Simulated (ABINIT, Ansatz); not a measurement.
# Lattice dynamics of Ho (P6_3/mmc) in two programs, part 3 of 4

How does Ho (P6_3/mmc) vibrate, and is this structure a minimum?

ABINIT 10.8.3; DFT PBE, scalar-relativistic, plane waves, PseudoDojo norm-conserving, 4f in core pseudopotentials.

So far. Step 4 (Self-consistent run for the response): The cell stands at -0.53 GPa: the relaxation ran with a smoothed and higher cutoff, and the difference is a stress of the finite basis. Step 5 (Linear response at Γ): The acoustic modes at Γ come out as far as 2.5 cm⁻¹ from zero, where they should vanish, a small numerical error. The relaxed cell has a = 3.584, c = 5.599 Å (conventional setting).

**7. Dispersion**

anaddb transforms the dynamical matrices to force constants and back along the path; points of the mesh come back as solved, but for the sum rule and, in polar crystals, the LO-TO term at Γ; the rest is interpolation.

Contents of anaddb.abi:

```
ddb_filepath "all_DDB"
output_file "anaddb.abo"
outdata_prefix "anaddb"
ifcflag 1
ngqpt 3 3 2
nqshft 1
q1shft 0.0 0.0 0.0
asr 1
chneut 0
dipdip 0
dipquad 0
quadquad 0
enunit 0
eivec 0
nph1l 93
qph1l 
    0.0 0.0 0.0 1.0
    0.05 0.0 0.0 1.0
    0.1 0.0 0.0 1.0
    0.15 0.0 0.0 1.0
    0.2 0.0 0.0 1.0
    0.25 0.0 0.0 1.0
    0.3 0.0 0.0 1.0
    0.35 0.0 0.0 1.0
    0.4 0.0 0.0 1.0
    0.45 0.0 0.0 1.0
    0.5 0.0 0.0 1.0
    0.48333333 0.03333333 0.0 1.0
    0.46666667 0.06666667 0.0 1.0
    0.45 0.1 0.0 1.0
    0.43333333 0.13333333 0.0 1.0
    0.41666667 0.16666667 0.0 1.0
    0.4 0.2 0.0 1.0
    0.38333333 0.23333333 0.0 1.0
    0.36666667 0.26666667 0.0 1.0
    0.35 0.3 0.0 1.0
    0.33333333 0.33333333 0.0 1.0
    0.3 0.3 0.0 1.0
    0.26666667 0.26666667 0.0 1.0
    0.23333333 0.23333333 0.0 1.0
    0.2 0.2 0.0 1.0
    0.16666667 0.16666667 0.0 1.0
    0.13333333 0.13333333 0.0 1.0
    0.1 0.1 0.0 1.0
    0.06666667 0.06666667 0.0 1.0
    0.03333333 0.03333333 0.0 1.0
    0.0 0.0 0.0 1.0
    0.0 0.0 0.05 1.0
    0.0 0.0 0.1 1.0
    0.0 0.0 0.15 1.0
    0.0 0.0 0.2 1.0
    0.0 0.0 0.25 1.0
    0.0 0.0 0.3 1.0
    0.0 0.0 0.35 1.0
    0.0 0.0 0.4 1.0
    0.0 0.0 0.45 1.0
    0.0 0.0 0.5 1.0
    0.05 0.0 0.5 1.0
    0.1 0.0 0.5 1.0
    0.15 0.0 0.5 1.0
    0.2 0.0 0.5 1.0
    0.25 0.0 0.5 1.0
    0.3 0.0 0.5 1.0
    0.35 0.0 0.5 1.0
    0.4 0.0 0.5 1.0
    0.45 0.0 0.5 1.0
    0.5 0.0 0.5 1.0
    0.48333333 0.03333333 0.5 1.0
    0.46666667 0.06666667 0.5 1.0
    0.45 0.1 0.5 1.0
    0.43333333 0.13333333 0.5 1.0
    0.41666667 0.16666667 0.5 1.0
    0.4 0.2 0.5 1.0
    0.38333333 0.23333333 0.5 1.0
    0.36666667 0.26666667 0.5 1.0
    0.35 0.3 0.5 1.0
    0.33333333 0.33333333 0.5 1.0
    0.3 0.3 0.5 1.0
    0.26666667 0.26666667 0.5 1.0
    0.23333333 0.23333333 0.5 1.0
    0.2 0.2 0.5 1.0
    0.16666667 0.16666667 0.5 1.0
    0.13333333 0.13333333 0.5 1.0
    0.1 0.1 0.5 1.0
    0.06666667 0.06666667 0.5 1.0
    0.03333333 0.03333333 0.5 1.0
    0.0 0.0 0.5 1.0
    0.5 0.0 0.5 1.0
    0.5 0.0 0.45 1.0
    0.5 0.0 0.4 1.0
    0.5 0.0 0.35 1.0
    0.5 0.0 0.3 1.0
    0.5 0.0 0.25 1.0
    0.5 0.0 0.2 1.0
    0.5 0.0 0.15 1.0
    0.5 0.0 0.1 1.0
    0.5 0.0 0.05 1.0
    0.5 0.0 0.0 1.0
    0.33333333 0.33333333 0.5 1.0
    0.33333333 0.33333333 0.45 1.0
    0.33333333 0.33333333 0.4 1.0
    0.33333333 0.33333333 0.35 1.0
    0.33333333 0.33333333 0.3 1.0
    0.33333333 0.33333333 0.25 1.0
    0.33333333 0.33333333 0.2 1.0
    0.33333333 0.33333333 0.15 1.0
    0.33333333 0.33333333 0.1 1.0
    0.33333333 0.33333333 0.05 1.0
    0.33333333 0.33333333 0.0 1.0
```

Contents of mrgddb.in:

```
all_DDB
merged
6
dfpt_gammao_DDB
dfpt_qo_DS1_DDB
dfpt_qo_DS2_DDB
dfpt_qo_DS3_DDB
dfpt_qo_DS4_DDB
dfpt_qo_DS5_DDB
```

On the command line:

```
$ mrgddb < mrgddb.in > mrgddb.log
$ OMP_NUM_THREADS=1 anaddb anaddb.abi > anaddb.log
```

anaddb.abo, the main output file:

```text
[banners, grids, parts of the stress and lines that vanish by symmetry left out]
-outvars_anaddb: echo values of input variables ----------------------

 Flags :
[...]
Phonon wavevector (reduced coordinates) :  0.00000  0.00000  0.00000
 Phonon energies in Hartree :
[...]
Phonon frequencies in cm-1    :
-  0.000000E+00  0.000000E+00  0.000000E+00  6.530939E+01  6.530939E+01
-  1.109809E+02
[...]
Phonon wavevector (reduced coordinates) :  0.05000  0.00000  0.00000
 Phonon energies in Hartree :
[...]
Phonon frequencies in cm-1    :
-  9.930156E+00  1.045198E+01  1.566517E+01  6.629283E+01  6.659221E+01
-  1.110444E+02
[...]
Phonon wavevector (reduced coordinates) :  0.10000  0.00000  0.00000
 Phonon energies in Hartree :
[...]
Phonon frequencies in cm-1    :
-  1.955536E+01  2.040747E+01  3.088096E+01  6.904513E+01  7.011838E+01
-  1.111690E+02
[...]
Phonon wavevector (reduced coordinates) :  0.15000  0.00000  0.00000
 Phonon energies in Hartree :
[...]
Phonon frequencies in cm-1    :
-  2.860671E+01  2.943031E+01  4.522047E+01  7.306114E+01  7.510638E+01
-  1.111827E+02
[...]
Phonon wavevector (reduced coordinates) :  0.20000  0.00000  0.00000
 Phonon energies in Hartree :
[...]
Phonon frequencies in cm-1    :
-  3.687939E+01  3.719666E+01  5.829984E+01  7.771622E+01  8.067468E+01
-  1.108732E+02
[...]
Phonon wavevector (reduced coordinates) :  0.25000  0.00000  0.00000
 Phonon energies in Hartree :
[...]
Phonon frequencies in cm-1    :
-  4.352764E+01  4.424356E+01  6.979439E+01  8.242468E+01  8.609252E+01
-  1.100701E+02
  Phonon wavevector (reduced coordinates) :  0.30000  0.00000  0.00000
 Phonon energies in Hartree :
[...]
Phonon frequencies in cm-1    :
-  4.839325E+01  5.062844E+01  7.944709E+01  8.672166E+01  9.086380E+01
-  1.087191E+02
  Phonon wavevector (reduced coordinates) :  0.35000  0.00000  0.00000
 Phonon energies in Hartree :
[...]
Phonon frequencies in cm-1    :
-  5.188717E+01  5.597287E+01  8.706731E+01  9.028474E+01  9.471273E+01
-  1.069381E+02
  Phonon wavevector (reduced coordinates) :  0.40000  0.00000  0.00000
 Phonon energies in Hartree :
[...]
Phonon frequencies in cm-1    :
-  5.417970E+01  6.014728E+01  9.252252E+01  9.291951E+01  9.752909E+01
-  1.050465E+02
  Phonon wavevector (reduced coordinates) :  0.45000  0.00000  0.00000
 Phonon energies in Hartree :
[...]
Phonon frequencies in cm-1    :
-  5.545816E+01  6.288909E+01  9.452677E+01  9.574748E+01  9.928138E+01
-  1.035449E+02
  Phonon wavevector (reduced coordinates) :  0.50000  0.00000  0.00000
 Phonon energies in Hartree :
[...]
Phonon frequencies in cm-1    :
-  5.586638E+01  6.385972E+01  9.506588E+01  9.679639E+01  9.989207E+01
-  1.029634E+02
  Phonon wavevector (reduced coordinates) :  0.48333  0.03333  0.00000
 Phonon energies in Hartree :
[...]
Phonon frequencies in cm-1    :
-  5.639041E+01  6.407141E+01  9.422195E+01  9.746393E+01  9.980189E+01
-  1.027110E+02
  Phonon wavevector (reduced coordinates) :  0.46667  0.06667  0.00000
 Phonon energies in Hartree :
[...]
Phonon frequencies in cm-1    :
-  5.790540E+01  6.470470E+01  9.272622E+01  9.844401E+01  9.953537E+01
-  1.019608E+02
  Phonon wavevector (reduced coordinates) :  0.45000  0.10000  0.00000
 Phonon energies in Hartree :
[...]
Phonon frequencies in cm-1    :
-  6.025499E+01  6.575367E+01  9.104080E+01  9.910463E+01  9.931378E+01
-  1.007337E+02
[...]
Phonon wavevector (reduced coordinates) :  0.10000  0.00000  0.50000
 Phonon energies in Hartree :
[...]
Phonon frequencies in cm-1    :
-  5.164375E+01  5.164375E+01  5.342636E+01  5.342636E+01  8.224951E+01
-  8.224951E+01
  Phonon wavevector (reduced coordinates) :  0.15000  0.00000  0.50000
 Phonon energies in Hartree :
[...]
Phonon frequencies in cm-1    :
-  5.571827E+01  5.571827E+01  5.829591E+01  5.829591E+01  8.384210E+01
-  8.384210E+01
  Phonon wavevector (reduced coordinates) :  0.20000  0.00000  0.50000
 Phonon energies in Hartree :
[...]
Phonon frequencies in cm-1    :
-  6.018732E+01  6.018732E+01  6.213640E+01  6.213640E+01  8.700447E+01
-  8.700447E+01
  Phonon wavevector (reduced coordinates) :  0.25000  0.00000  0.50000
 Phonon energies in Hartree :
[...]
Phonon frequencies in cm-1    :
-  6.426783E+01  6.426783E+01  6.444693E+01  6.444693E+01  9.160279E+01
-  9.160279E+01
  Phonon wavevector (reduced coordinates) :  0.30000  0.00000  0.50000
 Phonon energies in Hartree :
[...]
Phonon frequencies in cm-1    :
-  6.514917E+01  6.514917E+01  6.810851E+01  6.810851E+01  9.667341E+01
-  9.667341E+01
  Phonon wavevector (reduced coordinates) :  0.35000  0.00000  0.50000
 Phonon energies in Hartree :
[...]
Phonon frequencies in cm-1    :
-  6.542162E+01  6.542162E+01  7.097576E+01  7.097576E+01  1.012692E+02
-  1.012692E+02
[...]
Phonon wavevector (reduced coordinates) :  0.33333  0.33333  0.05000
 Phonon energies in Hartree :
[...]
Phonon frequencies in cm-1    :
-  7.744623E+01  7.744623E+01  8.518434E+01  8.518434E+01  9.488528E+01
-  1.017573E+02
  Phonon wavevector (reduced coordinates) :  0.33333  0.33333  0.00000
 Phonon energies in Hartree :
[...]
Phonon frequencies in cm-1    :
-  8.016739E+01  8.016739E+01  8.270918E+01  8.270918E+01  9.490075E+01
-  1.018545E+02
-
```

The job ended after 0.76 s (1 thread of Intel Xeon Platinum 8488C (Sapphire Rapids), shared host).

This step gave:

* lowest frequency on the path: 0 cm⁻¹

Anaddb. Phonon branches along the path, in cm⁻¹:

```tsv
point	branch 1	branch 2	branch 3	branch 4	branch 5	branch 6
Γ	0	0	0	65	65	111
halfway	44	44	70	82	86	110
M	56	64	95	97	100	103
halfway	67	69	88	97	98	101
K	80	80	83	83	95	102
halfway	50	57	68	89	89	108
Γ	0	0	0	65	65	111
halfway	26	26	45	61	61	104
A	48	48	48	48	82	82
halfway	64	64	64	64	92	92
L	65	65	75	75	108	108
halfway	56	56	86	86	105	105
H	51	51	96	96	101	101
halfway	59	59	75	75	94	94
A	48	48	48	48	82	82
jump to L	65	65	75	75	108	108
halfway	60	61	84	89	104	108
M	56	64	95	97	100	103
jump to H	51	51	96	96	101	101
halfway	62	62	95	96	96	100
K	80	80	83	83	95	102
```

The phonon branches as a text plot (rows in cm⁻¹):

```
    109 |******          *******          **             **
    104 |      ***              *        *  ***          ****
    100 |      **********               *      ****        ******
     95 |     **** ******        *     *      ***  *       ******
     90 |    ***  * * *  *            *      *      *     **   *
     86 |    **    *      *       *  *      *    *   *   **     *
     81 |   **      ***   *        **             *   ***
     76 |  **       * ***  *      *       **       *     *      *
     72 | **       *   **   *           **                     *
     67 |**       *      *   **        ****         *    *
     63 |       ***     *      ***    *    *         *    ***
     58 |   * ****       **      *   *      *     ****   * ** *
     53 |     **                  * *        ** **    *      *
     49 |    *           ***       *           *       **
     44 |  *                    * *
     39 |   *             *
     35 |   *              **    *
     30 | **
     25 |                   *   *
     21 | *                 *  *
     16 |*                   *
     12 |*                   * *
      7 |
      2 |                     *
         Γ      M    K        Γ   A       L    H       A|L M|H  K
```

All branches are real along the path.

**8. Sums over the zone**

Sums over the zone need many more wavevectors than were solved, so the interpolation is sampled on a dense mesh.

Contents of anaddb.abi:

```
ddb_filepath "all_DDB"
output_file "anaddb.abo"
outdata_prefix "anaddb"
ifcflag 1
ngqpt 3 3 2
nqshft 1
q1shft 0.0 0.0 0.0
asr 1
chneut 0
dipdip 0
dipquad 0
quadquad 0
prtdos 2
ng2qpt 14 14 8
dosdeltae 4.5563e-06
ntemper 11
temperinc 100.0
tempermin 0.0
```

On the command line:

```
$ OMP_NUM_THREADS=1 anaddb anaddb.abi > anaddb.log
```

anaddb.abo, the main output file:

```text
-outvars_anaddb: echo values of input variables ----------------------

 Flags :
     ifcflag         1
 Miscellaneous information :
         asr         1
      chneut         0
 Interatomic Force Constants Inputs :
      dipdip         0
     dipquad         0
    quadquad         0
      ifcana         0
      ifcout         0
 Description of grid 1 :
        brav         1
       ngqpt         3         3         2
      nqshft         1
      q1shft
                     0.00000000E+00  0.00000000E+00  0.00000000E+00
 Phonon DOS information :
   dosdeltae  4.55630000E-06
    dossmear  4.55633525E-06
 Description of grid 2 (Fourier interp. or BZ sampling):
      ng2qpt        14        14         8
      ngrids         4
      q2shft         0.00000000E+00  0.00000000E+00  0.00000000E+00

================================================================================

 read the DDB information and perform some checks

  ==== Info on the Cryst% object ====
 Real(R)+Recip(G) space primitive vectors, cartesian coordinates (Bohr,Bohr^-1):
 R(1)=  6.7720639  0.0000000  0.0000000  G(1)=  0.1476655  0.0852547  0.0000000
 R(2)= -3.3860319  5.8647794  0.0000000  G(2)=  0.0000000  0.1705094  0.0000000
 R(3)=  0.0000000  0.0000000 10.5803279  G(3)=  0.0000000  0.0000000  0.0945150
 Unit cell volume ucvol=  4.2021529E+02 bohr^3
 Angles (23,13,12)=  9.00000000E+01  9.00000000E+01  1.20000000E+02 degrees
 Time-reversal symmetry is present
 Reduced atomic positions [iatom, xred, symbol]:
    1)    0.3333333  0.6666667  0.2500000  Ho
    2)    0.6666667  0.3333333  0.7500000  Ho

 DDB file with 6 blocks has been read.

================================================================================

 Calculation of the interatomic forces

       Homogeneous q point set in the B.Z.
 Grid q points  :       18
  1)   0.00000000E+00  0.00000000E+00  0.00000000E+00
  2)   3.33333333E-01  0.00000000E+00  0.00000000E+00
  3)  -3.33333333E-01  0.00000000E+00  0.00000000E+00
  4)   0.00000000E+00  3.33333333E-01  0.00000000E+00
  5)   3.33333333E-01  3.33333333E-01  0.00000000E+00
  6)  -3.33333333E-01  3.33333333E-01  0.00000000E+00
  7)   0.00000000E+00 -3.33333333E-01  0.00000000E+00
  8)   3.33333333E-01 -3.33333333E-01  0.00000000E+00
  9)  -3.33333333E-01 -3.33333333E-01  0.00000000E+00
 10)   0.00000000E+00  0.00000000E+00  5.00000000E-01
 11)   3.33333333E-01  0.00000000E+00  5.00000000E-01
 12)  -3.33333333E-01  0.00000000E+00  5.00000000E-01
 13)   0.00000000E+00  3.33333333E-01  5.00000000E-01
 14)   3.33333333E-01  3.33333333E-01  5.00000000E-01
 15)  -3.33333333E-01  3.33333333E-01  5.00000000E-01
 16)   0.00000000E+00 -3.33333333E-01  5.00000000E-01
 17)   3.33333333E-01 -3.33333333E-01  5.00000000E-01
 18)  -3.33333333E-01 -3.33333333E-01  5.00000000E-01

 The interatomic forces have been obtained

================================================================================

 Calculation of phonon density of states

 Average speed of sound partial sums:     0.9514086225E-03 (at units)
-                                   =           2.0814 [km/s]

 Debye frequency from partial sums:     0.4951006047E-03 (Ha)
-                                 =     0.3257605488E+01 (THz)
-Debye temperature from partial sums:     0.1563404057E+03 (K)

 Average speed of sound:     0.9960469812E-03 (at units)
-                      =           2.1790 [km/s]

 Debye frequency from DOS:     0.5183298228E-03 (Ha)
-                        =     0.3410446400E+01 (THz)
-Debye temperature from DOS:     0.1636756126E+03 (K)

-
```

Run time: 0.79 s. Hardware: 1 thread.

Numbers from this step:

* share of modes beyond 3i cm⁻¹ on the dense interpolated mesh: 0
* zero-point energy per atom: 14.45 meV
* heat capacity at 300 K: 24.64 J/(mol atoms K)
* vibrational entropy at 300 K: 50.71 J/(mol atoms K)

The phonon density of states has structure finer than the step of the table below, so its rows give means over 5 cm⁻¹, whole bins alone (the curve runs from -30 to 141 cm⁻¹). Peaks (cm⁻¹: height): 57.0: 0.115, 82.0: 0.103, 99.0: 0.111, 101.0: 0.138, 105.0: 0.155.

Tetrahedra. Table of phonon density of states by wavenumber; means over each step:

```tsv
wavenumber (cm⁻¹)	phonon density of states (1/cm⁻¹/cell)
0	5.0e-6
5	1.1e-4
10	4.2e-4
15	0.00125
20	0.00265
25	0.00469
30	0.00753
35	0.0113
40	0.0170
45	0.0265
50	0.0567
55	0.110
60	0.0928
65	0.0866
70	0.0682
75	0.0796
80	0.0919
85	0.0916
90	0.0907
95	0.0934
100	0.109
105	0.130
110	0.0251
115	0
```

Harmonic thermodynamic functions per atom, summed over the density of states scaled to three modes an atom; melting is ignored. Thermodynamic functions:

```tsv
T (K)	F_vib (meV/atom)	S (J/mol-atom/K)	C_V (J/mol-atom/K)
0	14.45	0	0
50	12.62	10.65	16.64
100	3.28	24.48	22.38
200	-31.41	40.78	24.26
300	-79.15	50.71	24.64
400	-135.6	57.82	24.77
500	-198.5	63.35	24.83
600	-266.5	67.88	24.87
700	-338.9	71.72	24.89
800	-415	75.04	24.9
900	-494.4	77.97	24.91
1000	-576.5	80.6	24.92
```

At 300 K the heat capacity has reached 99 % of the Dulong-Petit value.

[end of part 3 of 4]

[Host names and launcher messages were left out of these logs when they were recorded.]

[Logs are printed without paths, hosts, clocks, repeated set-up lines and the standing remarks that a program may print on its own settings, such as how far it seeks lower states.]

[Hosts, paths, dates, database ids (printed as entryN), source tags and the programs' standing remarks are cut or masked in the printed files.]
